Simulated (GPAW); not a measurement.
S on a O site in AlWO4, S K edge of atom 9, with 1 Al at 2.17 Å and 2 W at 2.24 Å (distorted trigonal planar; the defect atom itself). Method: GPAW, LDA, excited-electron core hole (neutral cell), 24-atom cell with 6.3 Å between holes, 3×3×3 k points, dipole transitions, Gaussian full width 0.9 eV up to 4 eV, rising linearly to 3.5 eV at 25 eV, without spin-orbit coupling.

```xyz
24
Lattice="6.3435 0.0000 0.0000 0.0000 -6.6435 0.0000 -3.1717 3.3217 -5.6443" Properties=species:S:1:pos:R:3 pbc="T T T"
W     3.1753   -3.2963   -4.1682
W     0.0033    0.0256   -1.4683
W     0.0021    0.0524   -4.0301
W     3.1741   -3.2692   -1.6065
Al    0.0073    2.9779   -5.6402
Al    3.1741    0.0432   -2.8256
Al   -3.1683    0.0808   -5.6404
Al    0.0024   -3.2785   -2.8109
S    -0.0113   -1.5003   -5.6404
O     3.1704   -4.7569   -2.8312
O     3.1720    2.0145   -5.6403
O    -0.0023   -1.4353   -2.8051
O     0.0015    1.2457   -5.6402
O     3.1738   -1.7925   -2.9351
O    -3.1672   -1.9482   -5.6402
O     0.0009    1.5294   -2.7009
O     1.2802   -3.4173   -4.2060
O     4.4519   -0.0956   -1.4302
O    -1.9024    0.1054   -4.2124
O     1.2697   -3.2158   -1.4245
O    -1.2772   -3.4212   -4.2058
O     1.8944   -0.0994   -1.4308
O     1.9030    0.1004   -4.2149
O     5.0749   -3.2216   -1.4210
```

Energy from the bottom of the conduction band, which holds the excited electron; a common scale on which the isotropic spectrum has a mean of 1 over the first 20 eV.

```csv
E (eV),curve 1,curve 2,curve 3
-2.0,0.00,0.00,0.00
-1.5,0.00,0.00,0.00
-1.0,0.00,0.00,0.00
-0.5,0.01,0.00,0.10
0.0,0.04,0.01,0.58
0.5,0.05,0.02,1.04
1.0,0.05,0.04,1.05
1.5,0.13,0.05,0.93
2.0,0.31,0.04,0.75
2.5,0.29,0.02,0.40
3.0,0.10,0.12,0.09
3.5,0.15,1.49,0.01
4.0,0.74,4.23,0.03
4.5,1.22,2.74,0.06
5.0,0.78,0.63,0.12
5.5,0.68,0.47,0.16
6.0,1.05,0.44,0.13
6.5,1.46,0.36,0.18
7.0,1.54,0.36,0.34
7.5,1.27,0.37,0.56
8.0,0.99,0.40,0.78
8.5,0.91,0.49,0.90
9.0,0.86,0.63,0.85
9.5,0.83,0.85,0.75
10.0,0.88,1.12,0.86
10.5,0.98,1.40,1.18
11.0,1.09,1.61,1.48
11.5,1.20,1.69,1.61
12.0,1.38,1.62,1.61
12.5,1.69,1.48,1.60
13.0,2.19,1.39,1.56
13.5,2.78,1.41,1.45
14.0,3.16,1.56,1.28
14.5,3.09,1.75,1.16
15.0,2.61,1.88,1.17
15.5,1.99,1.83,1.26
16.0,1.47,1.64,1.33
16.5,1.15,1.39,1.31
17.0,0.98,1.19,1.19
17.5,0.89,1.07,1.02
18.0,0.81,1.00,0.86
18.5,0.74,0.94,0.74
19.0,0.69,0.87,0.66
19.5,0.65,0.81,0.62
20.0,0.63,0.76,0.62
20.5,0.63,0.71,0.64
21.0,0.63,0.68,0.69
21.5,0.63,0.66,0.76
22.0,0.64,0.65,0.83
22.5,0.65,0.64,0.89
23.0,0.66,0.63,0.94
23.5,0.66,0.61,0.96
24.0,0.65,0.59,0.94
24.5,0.63,0.56,0.90
25.0,0.60,0.53,0.82
25.5,0.57,0.50,0.73
26.0,0.55,0.48,0.64
26.5,0.54,0.46,0.56
27.0,0.55,0.45,0.50
27.5,0.57,0.43,0.46
```

Q: The curves are for the electric vector along different Cartesian axes of the cell as given, for this one atom. Which is which?

Curve 1: along y, main maxima 2.2 eV (0.35), 4.5 eV (1.22), 6.8 eV (1.56) and 14.2 eV (3.19). Curve 2: along z, main maxima 4.1 eV (4.36), 11.5 eV (1.69) and 15.1 eV (1.88). Curve 3: along x, main maxima 0.7 eV (1.08), 11.7 eV (1.62) and 16.2 eV (1.33). A K edge sees empty p states; the first features are S p mixed into the empty d states of the W neighbours, and the broad ones above probably into the cations' higher empty bands. Each direction probes the empty orbitals that point along it. In so small a cell the defects form an ordered array, and no site is far from one. The holes are only 6.3 Å apart, so the shape is probably not converged with cell size; no larger cell was run here.

[Banner, clock and machine lines of the logs are left out without a mark of their own.]

[Logs are printed without paths, hosts, clocks, repeated set-up lines and the standing remarks that a program may print on its own settings, such as how far it seeks lower states.]

[Hosts, paths, dates, database ids (printed as entryN), source tags and the programs' standing remarks are cut or masked in the printed files.]

[Lists of maxima count a maximum above −3 eV only where it reaches 4 % of the highest in the window and stands out from its surroundings by 2 % of it (1.5 % where it reaches 55 %); shoulders and weaker maxima are passed over, and of the rest the first, up to two pre-edge ones and the few strongest are named.]
